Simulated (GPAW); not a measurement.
# Nb2COS MXene monolayer in an electric field, part 2 of 2

Aim: the dipole that a field along the normal induces in Nb2COS MXene monolayer.

GPAW 26.7.0; GPAW, PAW setups; layer in a repeated cell with vacuum, relaxation of atoms and in-plane cell (the session's first sound run).

So far, upper work function (eV): step 3 (plane waves, PBE) 5.58.

## Step 6: In a field

Level of this step: GPAW, PAW setups; slab in vacuum (GPAW).

File run.py:

```python
import json
import numpy as np
from ase import Atoms
from gpaw import GPAW, PW
from gpaw.external import ConstantElectricField

slab = Atoms(
    ['S', 'Nb', 'C', 'Nb', 'O'],
    positions=[
        [-0.00000, 1.83713, 8.00000],
        [1.59100, 0.91856, 9.66956],
        [0.00000, -0.00000, 10.90410],
        [-0.00000, 1.83713, 12.13914],
        [1.59100, 0.91856, 13.18131]],
    cell=[[3.182, -0.0, 0.0], [-1.591, 2.75569, 0.0], [0.0, 0.0, 21.1813]],
    pbc=[True, True, False])

slab.calc = GPAW(mode=PW(500), xc='PBE', kpts={'size': (12, 12, 1), 'gamma': True},
                 occupations={'name': 'fermi-dirac', 'width': 0.05}, nbands='160%',
                 convergence={'density': 1e-05}, maxiter=200,
                 poissonsolver={'dipolelayer': 'xy'},
                 external=ConstantElectricField(-0.05, [0, 0, 1]),
                 symmetry={'tolerance': 1e-3}, txt='slab.txt')
result = {}
energy = slab.get_potential_energy()
fermi = slab.calc.get_fermi_level()
v = slab.calc.get_electrostatic_potential().mean((0, 1)) - fermi
n = slab.calc.get_pseudo_density().mean((0, 1))
L = slab.cell[2, 2]
z = np.arange(len(v)) * L / len(v)
low, high = slab.positions[:, 2].min(), slab.positions[:, 2].max()
below, above = np.interp([low - 5.8, high + 5.8], z, v)
slopes = [np.interp(x, z, np.gradient(v, z)) for x in (low - 5.8, high + 5.8)]
eps = np.array([[slab.calc.get_eigenvalues(k, s) for k in range(len(slab.calc.get_ibz_k_points()))]
                for s in range(slab.calc.get_number_of_spins())]) - fermi
top, bottom = eps[eps < 0].max(), eps[eps > 0].min()
dipole = slab.get_dipole_moment()[2]
print(f'energy {energy:.4f} eV, Fermi level {fermi:.4f} eV, dipole {dipole:.5f} e A')
print(f'potential 5.8 A off the faces, from the Fermi level: lower {below:.4f} eV, upper {above:.4f} eV')
print(f'slope of the potential there: lower {slopes[0]:.5f}, upper {slopes[1]:.5f} eV/A')
print(f'nearest levels on the mesh: {top:.4f} and {bottom:.4f} eV')
print('magnetic moment', round(slab.get_magnetic_moment(), 3))
result.update(energy=energy, fermi=fermi, dipole=dipole, below=below, above=above, slopes=slopes, edges=[top, bottom],
              z=z.tolist(), v=v.tolist(), n=n.tolist(), positions=slab.positions.tolist(),
              forces=slab.get_forces(apply_constraint=False).tolist(), moments=slab.get_magnetic_moments().tolist())
json.dump(result, open('result.json', 'w'))
```

On the command line:

```bash
$ OMP_NUM_THREADS=1 OPENBLAS_NUM_THREADS=1 python run.py
```

The program printed:

```text
energy -45.1854 eV, Fermi level 0.0627 eV, dipole -0.02095 e A
potential 5.8 A off the faces, from the Fermi level: lower 5.3017 eV, upper 5.7364 eV
slope of the potential there: lower -0.00089, upper -0.00045 eV/A
nearest levels on the mesh: -0.0337 and 0.0229 eV
magnetic moment 0.0
```

It took 2.9 min on 1 thread of INTEL XEON PLATINUM 8581C at 2.10GHz (Emerald Rapids), shared host; peak memory 0.56 GiB.

The electrostatic potential energy of an electron (without an applied field's), less the Fermi level, planar mean oscillates, so the rows of the table below give means over windows of 0.5 Å about each position, cut where the curve ends. Its maxima inside the range that stand out by 2 % of the span (Å: eV): 8.70: -5.17, 10.50: -8.41, 11.35: -8.60, 12.86: -10.9. Its minima: 8.04: -18.8, 9.65: -23.1, 10.87: -12.2, 12.10: -23.4, 13.14: -11.7.

The electrostatic potential energy of an electron (without an applied field's), less the Fermi level, planar mean by z; means over each step:

| z (Å) | electrostatic potential energy of an electron (without an applied field's), less the Fermi level, planar mean (eV) |
| --- | --- |
| 0.0 | 5.44 |
| 0.5 | 5.32 |
| 1.0 | 5.30 |
| 1.5 | 5.30 |
| 2.0 | 5.30 |
| 2.5 | 5.30 |
| 3.0 | 5.30 |
| 3.5 | 5.30 |
| 4.0 | 5.30 |
| 4.5 | 5.30 |
| 5.0 | 5.29 |
| 5.5 | 5.28 |
| 6.0 | 5.20 |
| 6.5 | 4.82 |
| 7.0 | 2.93 |
| 7.5 | -5.04 |
| 8.0 | -16.7 |
| 8.5 | -8.09 |
| 9.0 | -8.66 |
| 9.5 | -20.3 |
| 10.0 | -17.2 |
| 10.5 | -9.42 |
| 11.0 | -10.9 |
| 11.5 | -11.0 |
| 12.0 | -21.2 |
| 12.5 | -17.1 |
| 13.0 | -11.3 |
| 13.5 | -3.08 |
| 14.0 | 4.19 |
| 14.5 | 5.48 |
| 15.0 | 5.69 |
| 15.5 | 5.73 |
| 16.0 | 5.74 |
| 16.5 | 5.74 |
| 17.0 | 5.74 |
| 17.5 | 5.74 |
| 18.0 | 5.74 |
| 18.5 | 5.74 |
| 19.0 | 5.74 |
| 19.5 | 5.74 |
| 20.0 | 5.74 |
| 20.5 | 5.74 |
| 21.0 | 5.67 |

## Step 7: Field on

Edit run.py of step 6 so:

```diff
@@ -21,3 +21,3 @@
                  poissonsolver={'dipolelayer': 'xy'},
-                 external=ConstantElectricField(-0.05, [0, 0, 1]),
+                 external=ConstantElectricField(0.05, [0, 0, 1]),
                  symmetry={'tolerance': 1e-3}, txt='slab.txt')
```

The program printed:

```text
energy -45.1849 eV, Fermi level 0.0465 eV, dipole 0.01126 e A
potential 5.8 A off the faces, from the Fermi level: lower 5.6580 eV, upper 5.4279 eV
slope of the potential there: lower -0.00088, upper -0.00044 eV/A
nearest levels on the mesh: -0.0327 and 0.0225 eV
magnetic moment 0.0
```

Run time: 2.9 min. Hardware: 1 thread; peak memory 0.56 GiB.

## Step 8: In a field

Edit run.py of step 7 so:

```diff
@@ -21,3 +21,3 @@
                  poissonsolver={'dipolelayer': 'xy'},
-                 external=ConstantElectricField(0.05, [0, 0, 1]),
+                 external=ConstantElectricField(0.1, [0, 0, 1]),
                  symmetry={'tolerance': 1e-3}, txt='slab.txt')
```

The program printed:

```text
energy -45.1858 eV, Fermi level 0.0383 eV, dipole 0.02737 e A
potential 5.8 A off the faces, from the Fermi level: lower 5.8365 eV, upper 5.2740 eV
slope of the potential there: lower -0.00088, upper -0.00044 eV/A
nearest levels on the mesh: -0.0322 and 0.0222 eV
magnetic moment 0.0
```

The job ended after 2.9 min (1 thread; peak memory 0.56 GiB).

The dipole is now 0.0274 e Å, against -0.0055 in the run without a field.

## Step 9: In a field

Edit run.py of step 8 so:

```diff
@@ -21,3 +21,3 @@
                  poissonsolver={'dipolelayer': 'xy'},
-                 external=ConstantElectricField(0.1, [0, 0, 1]),
+                 external=ConstantElectricField(0.2, [0, 0, 1]),
                  symmetry={'tolerance': 1e-3}, txt='slab.txt')
```

The program printed:

```text
energy -45.1901 eV, Fermi level 0.0213 eV, dipole 0.05962 e A
potential 5.8 A off the faces, from the Fermi level: lower 6.1945 eV, upper 4.9664 eV
slope of the potential there: lower -0.00088, upper -0.00044 eV/A
nearest levels on the mesh: -0.0312 and 0.0218 eV
magnetic moment 0.0
```

The job ended after 2.9 min (1 thread; peak memory 0.56 GiB).

The electrostatic potential energy of an electron (without an applied field's), less the Fermi level, planar mean oscillates, so the rows of the table below give means over windows of 0.5 Å about each position, cut where the curve ends. Its maxima inside the range that stand out by 2 % of the span (Å: eV): 0.47: 6.20, 8.70: -4.71, 10.50: -8.39, 11.35: -8.79, 12.86: -11.4. Its minima: 8.04: -18.1, 9.65: -22.8, 10.87: -12.3, 12.10: -23.8, 13.14: -12.4.

Electrostatic potential energy of an electron (without an applied field's), less the Fermi level, planar mean against z; means over each step:

z (Å), electrostatic potential energy of an electron (without an applied field's), less the Fermi level, planar mean (eV) and a bar from the least value:
```
      0.0        5.8 ##############################
      0.5        6.2 ##############################
      1.0        6.2 ##############################
      1.5        6.2 ##############################
      2.0        6.2 ##############################
      2.5        6.2 ##############################
      3.0        6.2 ##############################
      3.5        6.2 ##############################
      4.0        6.2 ##############################
      4.5        6.2 ##############################
      5.0        6.2 ##############################
      5.5        6.2 ##############################
      6.0        6.1 ##############################
      6.5        5.7 #############################
      7.0        3.7 ###########################
      7.5       -4.3 ###################
      8.0      -16.1 ######
      8.5       -7.6 ###############
      9.0       -8.3 ##############
      9.5      -20.0 ##
     10.0      -17.0 #####
     10.5       -9.4 #############
     11.0      -11.0 ###########
     11.5      -11.2 ###########
     12.0      -21.5 
     12.5      -17.6 ####
     13.0      -11.8 ##########
     13.5       -3.7 ###################
     14.0        3.5 ###########################
     14.5        4.7 ############################
     15.0        4.9 #############################
     15.5        5.0 #############################
     16.0        5.0 #############################
     16.5        5.0 #############################
     17.0        5.0 #############################
     17.5        5.0 #############################
     18.0        5.0 #############################
     18.5        5.0 #############################
     19.0        5.0 #############################
     19.5        5.0 #############################
     20.0        5.0 #############################
     20.5        5.0 #############################
     21.0        5.2 #############################
```

The dipole is now 0.0596 e Å, against -0.0055 in the run without a field.

## Step 10: In a field

Edit run.py of step 9 so:

```diff
@@ -21,3 +21,3 @@
                  poissonsolver={'dipolelayer': 'xy'},
-                 external=ConstantElectricField(0.2, [0, 0, 1]),
+                 external=ConstantElectricField(0.3, [0, 0, 1]),
                  symmetry={'tolerance': 1e-3}, txt='slab.txt')
```

The program printed:

```text
energy -45.1977 eV, Fermi level 0.0037 eV, dipole 0.09189 e A
potential 5.8 A off the faces, from the Fermi level: lower 6.5535 eV, upper 4.6597 eV
slope of the potential there: lower -0.00088, upper -0.00044 eV/A
nearest levels on the mesh: -0.0302 and 0.0213 eV
magnetic moment 0.0
```

It took 2.9 min on 1 thread; peak memory 0.56 GiB.

The electrostatic potential energy of an electron (without an applied field's), less the Fermi level, planar mean by z:

z (Å), electrostatic potential energy of an electron (without an applied field's), less the Fermi level, planar mean (eV) and a bar from the least value:
```
      0.0        5.6 #############################
      0.5        6.6 ##############################
      1.0        6.6 ##############################
      1.5        6.6 ##############################
      2.0        6.6 ##############################
      2.5        6.6 ##############################
      3.0        6.6 ##############################
      3.5        6.6 ##############################
      4.0        6.6 ##############################
      4.5        6.6 ##############################
      5.0        6.5 ##############################
      5.5        6.5 ##############################
      6.0        6.4 ##############################
      6.5        6.1 ##############################
      7.0        4.3 ############################
      7.5       -3.5 ####################
      8.0      -17.7 #####
      8.5       -6.5 #################
      9.0       -7.4 ################
      9.5      -20.9 ##
     10.0      -17.2 ######
     10.5       -8.4 ###############
     11.0      -11.8 ###########
     11.5      -10.5 #############
     12.0      -22.8 
     12.5      -17.7 #####
     13.0      -12.2 ###########
     13.5       -3.5 ####################
     14.0        3.4 ###########################
     14.5        4.5 ############################
     15.0        4.6 ############################
     15.5        4.7 ############################
     16.0        4.7 ############################
     16.5        4.7 ############################
     17.0        4.7 ############################
     17.5        4.7 ############################
     18.0        4.7 ############################
     18.5        4.7 ############################
     19.0        4.7 ############################
     19.5        4.7 ############################
     20.0        4.7 ############################
     20.5        4.7 ############################
     21.0        5.1 #############################
```

The dipole is now 0.0919 e Å, against -0.0055 in the run without a field.

## Step 11: The series

The members are put on one axis.

This step: induced dipole against applied field (GPAW 26.7.0).

The dipole along the normal by field:

| field (V/Å) | dipole along the normal (e·Å) |
| --- | --- |
| -0.200 | -0.0692 |
| -0.100 | -0.0371 |
| -0.050 | -0.0210 |
| 0.000 | -0.00548 |
| 0.050 | 0.0113 |
| 0.100 | 0.0274 |
| 0.200 | 0.0596 |
| 0.300 | 0.0919 |

## Step 12: A changed run

One more run, with changed settings.

This step: GPAW, PAW setups; slab in vacuum (GPAW 26.7.0).

Edit run.py of step 10 so:

```diff
@@ -4,3 +4,2 @@
 from gpaw import GPAW, PW
-from gpaw.external import ConstantElectricField
 
@@ -17,7 +16,6 @@
 
-slab.calc = GPAW(mode=PW(500), xc='PBE', kpts={'size': (12, 12, 1), 'gamma': True},
+slab.calc = GPAW(mode=PW(100), xc='PBE', kpts={'size': (12, 12, 1), 'gamma': True},
                  occupations={'name': 'fermi-dirac', 'width': 0.05}, nbands='160%',
-                 convergence={'density': 1e-05}, maxiter=200,
+                 convergence={'density': 1e-05}, maxiter=75,
                  poissonsolver={'dipolelayer': 'xy'},
-                 external=ConstantElectricField(0.3, [0, 0, 1]),
                  symmetry={'tolerance': 1e-3}, txt='slab.txt')
```

The program printed:

```text
energy 43.5796 eV, Fermi level 0.5217 eV, dipole 0.00651 e A
potential 5.8 A off the faces, from the Fermi level: lower 6.4282 eV, upper 5.3022 eV
slope of the potential there: lower -0.11855, upper -0.00988 eV/A
nearest levels on the mesh: -0.1585 and 0.0172 eV
magnetic moment 0.0
```

The job ended after 12 s (1 thread; peak memory 0.14 GiB).

The run finished. A setting was moved off its sound value on purpose, so it serves as a test and not as the result.

The fault put into the input: a cutoff far too low (ecut = 100).

Side by side:

| quantity | this run | sound run | difference |
| --- | --- | --- | --- |
| dipole along the normal (e·Å) | 0.0065076 | -0.0054843 | 0.0120 |

## Step 13: What came out

```json
{
  "work function, upper and lower face": "5.582 and 5.480 eV",
  "dipole along the normal": "-0.00548 e Å",
  "induced dipole per field": "0.322 e Å per V/Å",
  "out-of-plane polarisability per area, α/(ε0 A)": "6.65 Å"
}
```

In words: The field induces 0.322 e Å per V/Å, a polarisable thickness α/(ε0 A) of 6.65 Å beside 5.18 Å between the outermost nuclei. A perfect conductor would give the distance between its two image planes; a dielectric of thickness t gives t(1 - 1/ε). The two faces differ by 0.10 eV, the step that the slab's dipole makes (e p/(ε0 A) gives 0.11 eV), so the dipole layer is needed. The induced dipole is linear in the field over this range. The relaxation of atoms and cell ran in a fully periodic cell without the dipole layer, so the atoms of this polar layer felt a small spurious field. The layer's cell and atoms come from the relaxation; spin-orbit coupling and temperature are left out.

[Logs are printed without paths, hosts, clocks, repeated set-up lines and the standing remarks that a program may print on its own settings, such as how far it seeks lower states.]

[Hosts, paths, dates, database ids (printed as entryN), source tags and the programs' standing remarks are cut or masked in the printed files.]
